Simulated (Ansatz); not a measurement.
# Squeezing and shearing diamond-structure Si, size series (64 atoms): runs compared

Aim: relax diamond-structure Si, size series (64 atoms), then change its volume and shape to read moduli from the stress.

Computed with Ansatz 0.2.0: Kohn-Sham DFT, PBE, PAW (set soft_2), plane waves.

**1. The cell as built**

The cell holds 64 atoms: 64 Si. Cell: a = 10.862 Å, b = 10.862 Å, c = 10.862 Å, α = 90.0°, β = 90.0°, γ = 90.0°. It derives from Si (diamond-structure), repeated 2×2×2. Diamond-structure Si (a = 5.431 Å), 2 x 2 x 2 conventional cells; every coordinate displaced by a Gaussian of 0.05 Å.

What the set-up can't give: Only the Γ point is sampled.

**2. The reference run**

The reference is a single point at the end of the relaxation.

Every strained cell starts from the geometry of this run, and its atoms are relaxed with the cell held.

Its input, with most atom lines left out:

```yaml
crystal:
  lattice:
    - [10.97162, 6.0e-05, 2.0e-05]
    - [6.0e-05, 10.97137, -6.0e-05]
    - [2.0e-05, -6.0e-05, 10.9716]
  atoms:
    - { symbol: Si, position: [0.00018, 0.99969, 0.00057] }
    - { symbol: Si, position: [0.12521, 0.12467, 0.12556] }
    - { symbol: Si, position: [0.00019, 0.24966, 0.25056] }
    - { symbol: Si, position: [0.12516, 0.37465, 0.37558] }
    - { symbol: Si, position: [0.25016, 0.99965, 0.25059] }
    - { symbol: Si, position: [0.37517, 0.12467, 0.37556] }
    - { symbol: Si, position: [0.25021, 0.24968, 0.00057] }
    [... atom lines 8 to 64 left out ...]
kpoints:
  mp_grid: { grid: [1, 1, 1] }
hamiltonian:
  xc: pbe
scf:
  occupations: { method: fixed }
output:
  forces: true
  stress: true
  populations: intrinsic
  dos:
    method: { smearing: { sigma: 0.15 } }
    de: 0.1
    projected: { site_lists: { Si: [Si] } }
  eigenvalues: true
  write_density: true
  write_potential: true
  volumetric_format: npy
  elf: true
```

* free energy per atom: -635.7061 eV/atom
* r.m.s. force component: 0.00064 eV/Å
* pressure: 0.01092 GPa

Filled and empty levels are parted by 0.746 eV at Γ alone; the mesh holds the band edges only if they fold onto it, so the gap at this level can be narrower or closed, while semilocal functionals tend to narrow gaps against experiment.

**3. The runs**

Each row is one run, on 4 threads of Arm Neoverse V1, shared host. The free energy is the program's total, comparable only between runs with the same functional, potentials and atoms.

| run | atoms | outcome | ionic steps, all passes | free energy (eV) | time | host memory (GiB) |
| --- | --- | --- | --- | --- | --- | --- |
| Single point at the start | 64 | converged | - | -40681.758 | 4.8 s | 0.99 |
| Cell and atoms relaxed | 64 | converged | 5 | -40685.188 | 24 s | 1.0 |
| Single point at the relaxed geometry | 64 | converged | - | -40685.188 | 11 s | 1.0 |
| Volume -3 % | 64 | converged | 2 | -40684.837 | 14 s | 1.0 |
| Volume +3 % | 64 | converged | 2 | -40684.876 | 15 s | 1.1 |
| Volume -6 % | 64 | converged | 2 | -40683.705 | 14 s | 0.99 |
| Volume +6 % | 64 | converged | 2 | -40683.995 | 17 s | 1.1 |
| Volume -10 % | 64 | converged | 12 | -40680.754 | 76 s | 0.98 |
| Stretched by 1 % along x | 64 | converged | 2 | -40685.126 | 15 s | 1.1 |
| Compressed by 1 % along x | 64 | converged | 2 | -40685.125 | 14 s | 1.1 |
| Sheared by 2 % in xy | 64 | converged | 2 | -40685.061 | 16 s | 1.1 |

In some runs the program notes that the atoms just miss a symmetry operation and the SCF threshold is loose for the stress.

**4. Pressure against volume**

Atoms are relaxed at each volume, in the scaled cell.

```
volume change (%)  volume (Å³/atom)  energy change (meV/atom)  pressure (GPa)  largest move on relaxing (Å)  bonds  gap (eV)
              -10            18.572                     69.28           11.67                          0.04    128                0.52
               -6            19.398                     23.18            6.32                          0.00    128                0.62
               -3            20.017                      5.50            2.92                          0.00    128               0.686
               +0            20.636                      0.00            0.01                             -    128               0.746
               +3            21.255                      4.88           -2.48                          0.00    128               0.801
               +6            21.874                     18.65           -4.59                          0.00    128               0.851
```

**5. Uniaxial strain and shear**

Stress (GPa, compression positive) less that of the relaxed cell, atoms relaxed:

```csv
strain,xx,yy,zz,xy,energy change (meV/atom)
stretched by 1 % along x,-1.513,-0.559,-0.559,0.000,0.97
compressed by 1 % along x,1.530,0.606,0.606,0.000,0.99
sheared by 2 % in xy,0.020,0.020,0.002,-1.602,1.99
```

**6. Findings**

The bulk modulus, from the slope of pressure against ln V over the three points nearest the relaxed volume, is 89.9 GPa; a quadratic over all points gives a pressure derivative of about 4.3. The gap goes from 0.52 eV at the smallest volume to 0.851 eV at the largest, +2.0 eV per unit of ln V by a straight line, on the run's k-points. In the Cartesian axes of the cell, finite differences give C11 = 152, C12 = 58.2, C13 = 58.2 and C66 = 80.1 GPa (the shear of 2 % is the engineering strain, εxy = 0.01). The mean of C11, C12 and C13, which equals the bulk modulus in a cubic or isotropic solid, is 89.5 GPa: it agrees with the bulk modulus within 10 %.

**Limits.** Strains are finite and relaxations stop at the force tolerance of the input, which can leave moduli too stiff; they are those of a static cell at zero temperature. Volumes are changed with the cell's shape held, so in an anisotropic solid the modulus lies over the one under free hydrostatic load. The program notes that the SCF threshold of the relaxations is loose for the stress.

The DFT runs together took 3.7 min of wall time.

[Logs are printed without paths, hosts, clocks, repeated set-up lines and the standing remarks that a program may print on its own settings, such as how far it seeks lower states.]

[Hosts, paths, dates, database ids (printed as entryN), source tags and the programs' standing remarks are cut or masked in the printed files.]
